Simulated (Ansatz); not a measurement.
# What went wrong? C(111) slab, H on the bottom face (45 atoms)

Program: Ansatz 0.2.0. The cell: 36 C and 9 H.

input.yaml

```yaml
crystal:
  lattice:
    - [7.56675, 0.0, 0.0]
    - [-3.78337, 6.553, 0.0]
    - [0.0, 0.0, 15.66426]
  atoms:
    - { symbol: C, position: [0.44636, 0.89411, 0.48506] }
    - { symbol: C, position: [0.33013, 0.99984, 0.45354] }
    - { symbol: C, position: [0.22441, 0.78093, 0.61662] }
    - { symbol: C, position: [0.44432, 0.89064, 0.58362] }
    - { symbol: C, position: [0.44367, 0.55668, 0.4864] }
    - { symbol: C, position: [0.33834, 0.67126, 0.45353] }
    - { symbol: C, position: [0.22554, 0.44627, 0.61809] }
    - { symbol: C, position: [0.43979, 0.55433, 0.5863] }
    - { symbol: C, position: [0.78161, 0.89431, 0.48567] }
    - { symbol: C, position: [0.6683, 0.003, 0.45368] }
    - { symbol: C, position: [0.55575, 0.77645, 0.61779] }
    - { symbol: C, position: [0.78311, 0.8916, 0.58424] }
    - { symbol: C, position: [0.44091, 0.22001, 0.48537] }
    - { symbol: C, position: [0.33373, 0.33248, 0.45254] }
    - { symbol: C, position: [0.22365, 0.11292, 0.6168] }
    - { symbol: C, position: [0.44706, 0.22405, 0.58322] }
    - { symbol: C, position: [0.77819, 0.5553, 0.48589] }
    - { symbol: C, position: [0.66308, 0.66368, 0.45322] }
    [... 21 atom lines left out ...]
    - { symbol: H, position: [0.33475, 0.33246, 0.38354] }
    - { symbol: H, position: [0.67231, 0.67048, 0.38479] }
    - { symbol: H, position: [0.99736, 0.99923, 0.38388] }
    - { symbol: H, position: [0.66585, 0.33299, 0.38092] }
    - { symbol: H, position: [0.00232, 0.66485, 0.38502] }
    - { symbol: H, position: [0.99836, 0.33118, 0.383] }
kpoints:
  mp_grid: { grid: [2, 2, 1] }
hamiltonian:
  xc: pbe
  dispersion: d4
scf:
  occupations: { method: gaussian, width: 1.0 }
  max_iter: 50
output:
  forces: true
```

Run with:

```
$ ansatz run input.yaml --threads 4 --pin off --max-ram 8192MiB --backend cpu --events-out ev --progress --plain --runs-dir out
```

Numbers of over 12 decimals in the logs are rounded to 6 here.

What it wrote:

```text
band count auto-derived: 137 (N_el = 153.0; filled up to band 77; 122 by the electrons, moments and atoms)
Engine: ansatz 0.2.0, aarch64-unknown-linux-gnu
Pseudopotentials: kind: paw
Pseudopotential: C, paw, valence charge 4, recommended cutoff 420 eV (normal), C.paw.azcp
Pseudopotential: H, paw, valence charge 1, recommended cutoff 420 eV (normal), H.paw.azcp
[... 5 lines on functional and potentials left out ...]
Crystal: 45 atoms, lattice volume = 776.711 Å³
Basis set: ecut = 420 eV, 15185 PW (Γ), exchange–correlation on 108×108×216 points (8 copies of the dense FFT grid, shifted against one another)
Bands: 137, of which v1, the nominal top of the filled ones, is band 77 counted from 1 (76 counted from 0)
Symmetry: 1 space group operations
Space group: P1 (ITA 1), of the structure as read, at distance tolerance 9.2e-5 Å
k-points: 4
[... 5 lines on functional and potentials left out ...]
Initial density: superposition of atomic densities (neutral atoms: chi_scale 0, normalization atom), corrected by the library's trained network
Initial wavefunctions: pseudopotential atomic-orbital guess
Functional: x = pbe(κ = 0.804, μ = 0.219515), c = pbe(β = 0.066725)
SCF iter   1: F=—  HF=-9162.474722 eV  |F-HF|=—  |Δ(HF+E_count)|=         —  Δρ=1.07e-2  dr2=4.18e0  ethr=1.77e-3  ⟨swp⟩=14.5  Hψ=3819  notcnv=0
preconditioner: auto → LDOS  [metal: Δε(μ)=0.130 eV  Ē_g=15.827 eV  σ=1.000 eV  W_gap=0.07  n_scr=136 (ndim 8)  ℏωp=16.5 eV  f_vac=0.586  D(μ)=10.49/eV (n_scr^D=48)  β→1.0]
SCF iter   2: F=—  HF=-9161.906469 eV  |F-HF|=—  |Δ(HF+E_count)|=   5.68e-1  Δρ=6.12e-3  dr2=6.25e-1  ethr=1.77e-3  ⟨swp⟩=2.0  Hψ=831  notcnv=0
SCF iter   3: F=—  HF=-9161.818700 eV  |F-HF|=—  |Δ(HF+E_count)|=   8.78e-2  Δρ=3.23e-3  dr2=1.90e-1  ethr=4.08e-4  ⟨swp⟩=2.0  Hψ=606  notcnv=0
SCF iter   4: F=—  HF=-9161.793834 eV  |F-HF|=—  |Δ(HF+E_count)|=   2.49e-2  Δρ=8.33e-4  dr2=1.41e-2  ethr=1.24e-4  ⟨swp⟩=2.0  Hψ=544  notcnv=0
SCF iter   5: F=—  HF=-9161.792453 eV  |F-HF|=—  |Δ(HF+E_count)|=   1.38e-3  Δρ=2.96e-4  dr2=9.15e-4  ethr=9.20e-6  ⟨swp⟩=2.0  Hψ=865  notcnv=0
SCF iter   6: F=—  HF=-9161.792314 eV  |F-HF|=—  |Δ(HF+E_count)|=   1.39e-4  Δρ=9.31e-5  dr2=1.16e-4  ethr=5.98e-7  ⟨swp⟩=2.0  Hψ=680  notcnv=0
SCF iter   7: F=—  HF=-9161.792303 eV  |F-HF|=—  |Δ(HF+E_count)|=   1.11e-5  Δρ=2.60e-5  dr2=1.81e-5  ethr=7.57e-8  ⟨swp⟩=2.0  Hψ=659  notcnv=0
SCF iter   8: F=—  HF=-9161.792394 eV  |F-HF|=—  |Δ(HF+E_count)|=   9.13e-5  Δρ=1.24e-5  dr2=1.54e-6  ethr=1.18e-8  ⟨swp⟩=2.8  Hψ=941  notcnv=0
SCF iter   9: F=—  HF=-9161.792394 eV  |F-HF|=—  |Δ(HF+E_count)|=   1.34e-8  Δρ=3.72e-6  dr2=1.09e-7  ethr=1.00e-9  ⟨swp⟩=2.2  Hψ=670  notcnv=0
SCF iter  10: F=-9161.792394 eV  HF=-9161.792394 eV  |F-HF|=1.53e-8  |Δ(HF+E_count)|=   4.53e-8  Δρ=9.67e-7  dr2=6.08e-9  ethr=6.54e-11  ⟨swp⟩=4.0  Hψ=1535  notcnv=0
SCF 1 converged in 10 iterations: F = -9161.792394 eV  dr2 = 6.08e-9
[...]
SCF converged after 10 iterations
Free energy (F): -9161.792394 eV
Harris-Foulkes:  -9161.792394 eV  (|F-HF|=1.53e-8)
Internal energy: -9156.557749 eV  (E = F + TS)
E sigma→0 (E₀):  -9159.175072 eV
Entropy (-TS):   -5.234645 eV (-116.325 meV/atom)
Fermi energy:    0.609616 eV
--- Per-component energies (eV) ---
  E_band       = -1232.058281
  E_kinetic    = 3397.294749
  E_local      = -61686.772948  (includes V_loc(G=0)·N_el)
  E_nonlocal   = 980.242724
  E_hartree    = 29285.826775
  E_xc         = -1814.377372
  E_vxc        = -2253.316832  (∫ρ·V_xc dr)
  E_paw        = -3573.232997  (= ΣΔE_a)
  E_vpaw       = -241.154667  (= ΣTr[D̂ρ^β])
  E_aug_tail   = -0.012083  (compensation charges beyond the density's cutoff)
  E_ewald      = 24260.284794
  E_disp       = -5.811390  (pairwise vdW)
  E_smearing   = -5.234645  (= −TS)
  E_closure    = -0.000000  (closes the sum)
  Σ components = -9161.792394   (vs F -9161.792394, Δ=0.00e0)
--- Forces (eV/Å), atoms counted from 1 ---
  atom   1  C      0.29083287    -0.89478762    -1.10896846
  atom   2  C      0.77852054     0.16137296     0.79449689
  atom   3  C     -0.46430415    -0.33331491    -3.55988594
  atom   4  C      0.12273165    -0.04717500     4.17135395
  atom   5  C      0.33240246    -0.17588981    -1.57429006
  atom   6  C     -0.77020091    -0.67595502     2.14220455
  atom   7  C     -1.27010072     0.04881333    -3.32468832
  atom   8  C      1.10758641     0.79895420     3.14928324
  atom   9  C     -0.97848404    -1.48826272    -0.74656965
  atom  10  C     -0.29405241    -0.01411752     1.28661019
  atom  11  C     -0.38834262     0.92751903    -3.52914982
  atom  12  C     -1.36754222    -0.50069664     4.05172197
  atom  13  C     -0.02428272     0.58618525    -1.41624957
  atom  14  C     -0.60733954     0.29791232     1.88933709
[...]
atom  44  H     -0.05058591    -0.12378982    -2.03276162
  atom  45  H      0.12063786    -0.04382479    -0.61451238
  max |Σ_I F_I| component: 8.33e-5 eV/Å
```

Run time: 7.3 s. Hardware: 4 threads of Arm Neoverse V2, shared host; peak memory 2.1 GiB.

Against a sound run (Kohn-Sham DFT, PBE+D4, PAW (set soft_2), plane waves):

- r.m.s. difference of force components: 207.5 meV/Å
- longest difference of force vectors: 951.3 meV/Å
- force difference over r.m.s. force: 11.71 %

What is at fault here, and what would mend it?

A smearing of electronvolts: scf.occupations.method = "gaussian" and scf.occupations.width = 1.0.

The fix is to set scf.occupations.method back to "fermi_dirac" and set scf.occupations.width back to 0.05.

The run converged all the same, so the exit status doesn't show the fault.

[Logs are printed without paths, hosts, clocks, repeated set-up lines and the standing remarks that a program may print on its own settings, such as how far it seeks lower states.]

[Hosts, paths, dates, database ids (printed as entryN), source tags and the programs' standing remarks are cut or masked in the printed files.]
